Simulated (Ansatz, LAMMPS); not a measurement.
# Relaxing Zn2+ PF6- in diethyl carbonate and dimethoxyethane, from a frame at 400 K (128 atoms)

How does Zn2+ PF6- in diethyl carbonate and dimethoxyethane, from a frame at 400 K (128 atoms) relax, and what do bonds, charges and levels look like afterwards?

Calculated with Ansatz 0.2.0; Kohn-Sham DFT, PBE+D4, PAW (set soft_2), plane waves.

Most raw output is cut from this account.

**1. Set-up**

The cell holds 128 atoms: 25 C, 13 O, 60 H, 4 P, 24 F and 2 Zn. Its edges and angles: a = 11.437 Å, b = 11.437 Å, c = 11.437 Å, α = 90.0°, β = 90.0°, γ = 90.0°. 1 diethyl carbonate, 5 dimethoxyethane, 2 Zn2+, 4 PF6- placed at random, at 1.42 g/cm³; overlaps pushed apart, then 10 ps at 550 K with stiff harmonic cages for PF6 and BF4 with UFF radii; divalent ions of Li, Roberts, Chakravorty and Merz (J. Chem. Theory Comput. 9, 2733 (2013)); MMFF94 bonds, angles, torsions, charges and radii (Halgren, J. Comput. Chem. 17, 490 (1996)) in harmonic and 12-6 forms; charges of ions scaled by 0.8. Snapshot after 30 ps at 400 K and fixed volume.

Limits known from the start: The network of contacts between molecules at the start is that of the classical potential that made the cell. The Brillouin zone is sampled at Γ only, in a cell whose shortest periodic width is 11 Å.

**2. The classical run that made the cell**

A classical potential makes the cell, at a small fraction of what the same run would cost in DFT.

This step: classical MD, stiff harmonic cages for PF6 and BF4 with UFF radii; divalent ions of Li, Roberts, Chakravorty and Merz (J. Chem. Theory Comput. 9, 2733 (2013)); MMFF94 bonds, angles, torsions, charges and radii (Halgren, J. Comput. Chem. 17, 490 (1996)) in harmonic and 12-6 forms; charges of ions scaled by 0.8 (LAMMPS 22 Jul 2025 - Update 4).

The input, in.lmp:

```
# Zn2+ PF6- in diethyl carbonate and dimethoxyethane
units real
atom_style full
boundary p p p
bond_style harmonic
angle_style harmonic
dihedral_style opls
improper_style harmonic
special_bonds lj 0 0 0.5 coul 0 0 0.75
read_data data.lmp
neigh_modify delay 0 every 1 check yes one 4000
comm_modify cutoff 12.0
timestep 0.5
thermo_style custom step time temp pe press density
thermo_modify norm yes
# push overlapping molecules apart
pair_style soft 2.6
pair_coeff * * 0.0
variable a equal ramp(1,60)
fix ad all adapt 1 pair soft a * * v_a
velocity all create 550 744693 mom yes dist gaussian
fix lim all nve/limit 0.03
fix lan all langevin 550 550 50 744694 zero yes
thermo 1000
run 3000 post no
unfix ad
pair_style lj/cut/coul/long 9.0
pair_modify mix arithmetic tail yes
pair_coeff 1 1 0.0678 3.3680   # C
pair_coeff 2 2 0.0763 3.0430   # O
pair_coeff 3 3 0.0678 3.4070   # C
pair_coeff 4 4 0.0763 2.9870   # O
pair_coeff 5 5 0.0216 2.5400   # H
pair_coeff 6 6 0.3050 3.6946   # P
# [... 20 lines left out ...]
compute msd all msd com yes
thermo 7500
fix md all nvt temp 400 400 100
run 30000 post no
print "== T400: mean square displacement over the hold $(c_msd[4]:%.2f) A^2"
unfix md
uncompute msd
write_dump all custom T400.dump id type xs ys zs modify sort id
```

Started as:

```sh
$ lmp -in in.lmp -log none -nocite
```

Wall time 18 s (1 thread of Arm Neoverse V2, shared host); peak memory 0.12 GiB.

The input also reads data.lmp (atoms, bonds and types; not printed here).

**3. Single point at the start**

The forces at the start show how far the geometry lies from a minimum of this functional.

The input, input.yaml:

```yaml
crystal:
  lattice:
    - [11.43715, 0.0, 0.0]
    - [0.0, 11.43715, 0.0]
    - [0.0, 0.0, 11.43715]
  atoms:
    - { symbol: C, position: [0.72412, 0.85278, 0.77759] }
    - { symbol: C, position: [0.63972, 0.80322, 0.69312] }
    - { symbol: O, position: [0.70943, 0.71846, 0.62713] }
    - { symbol: C, position: [0.64289, 0.63922, 0.56412] }
    - { symbol: O, position: [0.69422, 0.56264, 0.50689] }
    - { symbol: O, position: [0.52776, 0.67249, 0.5466] }
    - { symbol: C, position: [0.47165, 0.61853, 0.45386] }
    - { symbol: C, position: [0.52385, 0.66836, 0.3409] }
    - { symbol: H, position: [0.81858, 0.86969, 0.74706] }
    - { symbol: H, position: [0.68324, 0.93446, 0.8028] }
    - { symbol: H, position: [0.72699, 0.80793, 0.86178] }
    - { symbol: H, position: [0.60871, 0.87179, 0.62992] }
    - { symbol: H, position: [0.5701, 0.76155, 0.74177] }
    - { symbol: H, position: [0.37083, 0.61271, 0.45321] }
    - { symbol: H, position: [0.50322, 0.52756, 0.45237] }
    - { symbol: H, position: [0.61622, 0.64833, 0.33056] }
    - { symbol: H, position: [0.49203, 0.61179, 0.26892] }
    - { symbol: H, position: [0.4988, 0.75573, 0.31419] }
    - { symbol: C, position: [0.59957, 0.2663, 0.51126] }
    - { symbol: O, position: [0.68335, 0.33254, 0.4377] }
    - { symbol: C, position: [0.66133, 0.30097, 0.32035] }
    - { symbol: C, position: [0.71428, 0.39817, 0.25045] }
    - { symbol: O, position: [0.80099, 0.46063, 0.31327] }
    - { symbol: C, position: [0.87719, 0.52321, 0.23314] }
    - { symbol: H, position: [0.55479, 0.20272, 0.45424] }
    - { symbol: H, position: [0.53786, 0.3276, 0.55939] }
    - { symbol: H, position: [0.64187, 0.21606, 0.58207] }
    - { symbol: H, position: [0.56677, 0.2962, 0.30034] }
    - { symbol: H, position: [0.69588, 0.21682, 0.30342] }
    - { symbol: H, position: [0.64312, 0.45709, 0.22319] }
    - { symbol: H, position: [0.75539, 0.35992, 0.17145] }
    - { symbol: H, position: [0.92364, 0.59153, 0.27575] }
    [... 90 atom lines left out ...]
    - { symbol: F, position: [0.71158, 0.31487, 0.93475] }
    - { symbol: F, position: [0.76276, 0.22975, 0.75197] }
    - { symbol: F, position: [0.86409, 0.38096, 0.82151] }
    - { symbol: F, position: [0.74318, 0.40941, 0.67461] }
    - { symbol: Zn, position: [0.22199, 0.93421, 0.97449] }
    - { symbol: Zn, position: [0.80062, 0.44579, 0.4894] }
kpoints:
  mp_grid: { grid: [1, 1, 1] }
hamiltonian:
  xc: pbe
  dispersion: d4
scf:
  occupations: { method: fixed }
output:
  forces: true
  stress: true
  populations: true
  dos:
    method: { smearing: { sigma: 0.1 } }
    de: 0.1
    projected: { site_lists: { C: [C], F: [F], H: [H], O: [O], P: [P] } }
  eigenvalues: true
```

Started as:

```sh
$ ansatz run input.yaml --threads 4 --pin off --max-ram 8192MiB --backend cpu --events-out ev --progress --plain --runs-dir out
```

Elapsed: 20 s, on 4 threads of Arm Neoverse V2, shared host; peak memory 1.9 GiB.

Numbers from this run:

```yaml
free_energy: -43672.4637 eV
free_energy_per_atom: -341.1911 eV/atom
scf_cycles: 10
pressure: 3.91 GPa
r_m_s_force_component: 1.132 eV/Å
longest_force: 5.196 eV/Å
fermi_energy: -0.7046 eV
spacing_of_highest_filled_and_lowest_empty_level: 4.072 eV
spilling_of_the_projection: 0.01211
```

The r.m.s. force component of 1.1 eV/Å and the pressure of 3.9 GPa set the starting point.

Neighbours are counted within 1.34 Å (H-C), 1.85 Å (C-C), 1.73 Å (C-O), 2.00 Å (F-P), 2.12 Å (F-Zn), 2.43 Å (O-Zn).

Length of the force by element and coordination:

```csv
element,coordination,atoms,mean length of the force (eV/Å),spread,least,most
C,all,25,2.31,0.930,0.828,4.37
C,3,1,2.51,0,2.51,2.51
C,4,24,2.30,0.948,0.828,4.37
F,all,24,1.68,0.772,0.425,3.99
F,1,23,1.72,0.765,0.425,3.99
F,2,1,0.783,0,0.783,0.783
H,all,60,1.09,0.656,0.281,3.65
O,all,13,2.89,0.787,1.55,4.02
O,2,4,3.16,0.770,1.84,3.79
O,3,9,2.77,0.765,1.55,4.02
P,all,4,2.67,1.48,1.49,5.20
Zn,all,2,1.51,0.136,1.37,1.64
Zn,5,1,1.64,0,1.64,1.64
Zn,6,1,1.37,0,1.37,1.37
```

**4. Cell and atoms relaxed**

The cell is relaxed with the atoms, since the starting lattice needn't suit this functional.

input.yaml, the sections that differ from step 3:

```yaml
output:
  forces: true
relax:
  f_tol: 0.03
  max_steps: 200
  cell: {}
# crystal, kpoints, hamiltonian, scf: as in step 3
```

Elapsed: 17 min, on 4 threads; peak memory 1.7 GiB; 65 min of CPU time.

The steps of the relaxation (22 of 89):

```csv
step,energy less that of the first step (eV),largest force component (eV/Å),pressure (GPa),volume (Å³)
1,0.0000,4.0219,3.91,1496.08
5,-9.9518,0.2859,-0.32,1483.24
9,-10.4373,0.2244,-0.13,1453.08
14,-10.5947,0.2591,-0.04,1443.20
18,-10.6894,0.4623,-0.27,1430.84
22,-10.7583,0.0658,0.02,1427.99
26,-10.7978,0.1593,-0.02,1428.05
30,-10.8454,0.0412,-0.01,1422.78
35,-10.9647,0.1517,0.01,1417.09
39,-11.0762,0.2549,-0.11,1412.14
43,-11.1146,0.0883,-0.02,1411.21
47,-11.1454,0.0881,-0.02,1408.87
51,-11.1636,0.1647,-0.11,1407.22
55,-11.1764,0.0528,-0.01,1406.82
60,-11.1822,0.0499,-0.01,1407.39
64,-11.1938,0.0423,0.01,1405.66
68,-11.2013,0.0568,-0.02,1404.60
72,-11.2149,0.0492,-0.02,1401.09
76,-11.2398,0.0296,-0.02,1393.93
81,-11.2381,0.0308,-0.02,1356.47
85,-11.2071,0.0602,-0.10,1333.83
89*,-11.1672,0.0183,0.00,1327.29
```

Relaxation steps marked * repeat the geometry before them on a plane-wave basis chosen anew for their cell, so energy and pressure can jump there. Other such steps can lie between the rows shown. Relaxation steps 12, 21, 29, 40, 42, 65, 80 were tried and not accepted.

```csv
cell as run,before,after,change
a (Å),11.437,11.497,+0.5 %
b (Å),11.437,11.101,-2.9 %
c (Å),11.437,10.450,-8.6 %
α (°),90.00,85.16,-5.4 %
β (°),90.00,89.22,-0.9 %
γ (°),90.00,87.12,-3.2 %
volume (Å³/atom),11.69,10.37,-11.3 %
```

The atoms that moved most (Å, as changes of fractional coordinates times the final cell):

```csv
atom,dx,dy,dz,length
H10,1.593,-2.564,1.644,3.437
H11,1.284,-2.812,0.329,3.109
F105,-2.980,0.727,-0.421,3.096
H43,-1.012,0.325,-2.809,3.003
H42,-2.070,-0.264,-2.096,2.957
H44,-0.098,0.800,-2.739,2.855
C1,1.243,-2.195,0.990,2.710
H81,-2.392,-0.135,0.954,2.579
```

The relaxation changed the energy by -87.2 meV/atom, and atoms moved by 1.4 Å r.m.s., 3.4 Å at most.

**5. Local order after relaxation**

Bonds before and after, by the cutoffs listed below:

```csv
pair,bonds before,bonds after,mean before (Å),mean after (Å),spread before (Å),spread after (Å)
H-C,60,60,1.094,1.097,0.033,0.003
C-C,7,7,1.500,1.504,0.026,0.001
C-O,25,25,1.431,1.429,0.051,0.053
F-P,24,24,1.613,1.639,0.025,0.020
F-Zn,2,1,2.121,2.222,0.136,0.000
O-Zn,10,10,1.924,2.101,0.066,0.049
```

Density 1.60 g/cm³, 10.37 Å³ an atom.

Pair distribution functions g(r), in bins of 0.2 Å:

```csv
r (Å),total,H-H,H-C,H-F,H-O,H-P,H-Zn
1.00,2.79,0.00,15.25,0.00,0.00,0.00,0.00
1.20,0.55,0.00,2.78,0.00,0.00,0.00,0.00
1.40,0.76,0.00,0.00,0.00,0.00,0.00,0.00
1.60,0.75,0.00,0.00,0.00,0.00,0.00,0.00
1.80,1.00,4.43,0.00,0.00,0.00,0.00,0.00
2.00,0.84,0.07,0.00,0.00,8.05,0.00,0.00
2.20,0.70,0.17,2.27,0.14,0.45,0.00,0.00
2.40,1.45,1.47,0.12,1.47,0.36,0.00,0.00
2.60,1.12,1.47,1.69,1.90,1.27,0.00,0.00
2.80,0.59,0.81,0.50,0.94,1.24,0.00,0.00
3.00,0.64,0.97,0.59,0.45,0.38,0.23,0.96
3.20,0.91,0.60,0.82,0.69,0.27,1.05,5.94
3.40,0.99,0.66,0.86,1.00,1.14,2.62,2.27
3.60,1.03,1.18,0.78,1.38,0.58,1.71,1.38
3.80,0.87,0.93,0.95,0.89,0.70,1.37,0.89
4.00,1.02,0.84,1.07,1.21,0.67,1.51,4.71
4.20,1.04,1.00,0.72,1.46,0.96,1.36,0.26
4.40,1.04,0.74,1.05,1.35,1.29,1.59,0.44
4.60,1.23,1.17,1.27,1.47,1.58,0.94,0.00
4.80,1.04,1.06,0.87,1.24,1.20,0.84,0.00
5.00,1.02,0.92,0.94,1.11,1.01,1.93,0.89
```

Bonds by pair of elements; cutoffs follow the first minimum of g(r), held within bounds set by covalent radii, and pairs that aren't listed don't count as bonded:

```csv
pair A-B,cutoff (Å),bonds,mean length (Å),spread (Å),shortest (Å),B about A,A about B
H-C,1.34,60,1.10,0.003,1.09,1,2.4
C-C,1.85,7,1.50,0.001,1.50,0.56,0.56
C-O,1.73,25,1.43,0.053,1.25,1,1.92
F-P,2,24,1.64,0.02,1.61,1,6
F-Zn,2.38,1,2.22,0,2.22,0.042,0.5
O-Zn,2.5,10,2.10,0.049,1.99,0.769,5
```

How many atoms have how many bonded neighbours:

```csv
element,mean,1,2,3,4,5,6
C,3.96,0,0,1,24,0,0
F,1.04,23,1,0,0,0,0
H,1,60,0,0,0,0,0
O,2.69,0,4,9,0,0,0
P,6,0,0,0,0,0,4
Zn,5.5,0,0,0,0,1,1
```

Bond angles, per cent of each kind in bins of 5°:

```csv
angle (°),F-P-F,H-C-O,H-C-H,C-C-H,O-Zn-O
75–80,0.0,0.0,0.0,0.0,20.0
80–85,0.0,0.0,0.0,0.0,0.0
85–90,40.0,0.0,0.0,0.0,10.0
90–95,40.0,0.0,0.0,0.0,15.0
95–100,0.0,0.0,0.0,0.0,20.0
100–105,0.0,1.8,0.0,0.0,10.0
105–110,0.0,74.1,58.3,30.0,5.0
110–115,0.0,24.1,41.7,70.0,0.0
115–120,0.0,0.0,0.0,0.0,0.0
120–125,0.0,0.0,0.0,0.0,0.0
125–130,0.0,0.0,0.0,0.0,0.0
130–135,0.0,0.0,0.0,0.0,0.0
135–140,0.0,0.0,0.0,0.0,0.0
140–145,0.0,0.0,0.0,0.0,0.0
145–150,0.0,0.0,0.0,0.0,0.0
150–155,0.0,0.0,0.0,0.0,5.0
155–160,0.0,0.0,0.0,0.0,0.0
160–165,0.0,0.0,0.0,0.0,5.0
165–170,0.0,0.0,0.0,0.0,5.0
170–175,0.0,0.0,0.0,0.0,5.0
175–180,20.0,0.0,0.0,0.0,0.0
```

Bond angles (no mean is given where the spread exceeds 20°):

```csv
angle,count,mean (°),spread (°)
F-P-F,60,-,-
H-C-O,54,109,1.5
H-C-H,48,110,0.8
C-C-H,30,111,1.4
O-Zn-O,20,-,-
```

Bond length by coordination (bonds to H left out):

```csv
element,coordination,atoms,mean bond length (Å)
C,3,1,1.29
C,4,24,1.47
F,1,23,1.64
F,2,1,1.97
O,2,4,1.46
O,3,9,1.67
Zn,5,1,2.08
Zn,6,1,2.14
```

Rings of the network by King's shortest-path rule, up to 12 atoms, one path for each pair of neighbours; H, halogens, alkali and alkaline-earth atoms are left out, and the last column divides by all other atoms, bonded or not:

```csv
ring size (atoms),rings,per network atom
5,4,0.091
```

By these cutoffs 96 % of C atoms have 4, 96 % of F atoms have 1, all H atoms have 1 and 69 % of O atoms have 3 bonded neighbours. All rings counted have 5 atoms.

[end of part 1 of 2]

[Logs are printed without paths, hosts, clocks, repeated set-up lines and the standing remarks that a program may print on its own settings, such as how far it seeks lower states.]

[Hosts, paths, dates, database ids (printed as entryN), source tags and the programs' standing remarks are cut or masked in the printed files.]

[The MMFF94 radii named for the starting cell were scaled by 0.96; in molecules described by MMFF94, hydrogen bound to N, O or S took a small fixed 12-6 site in their place.]
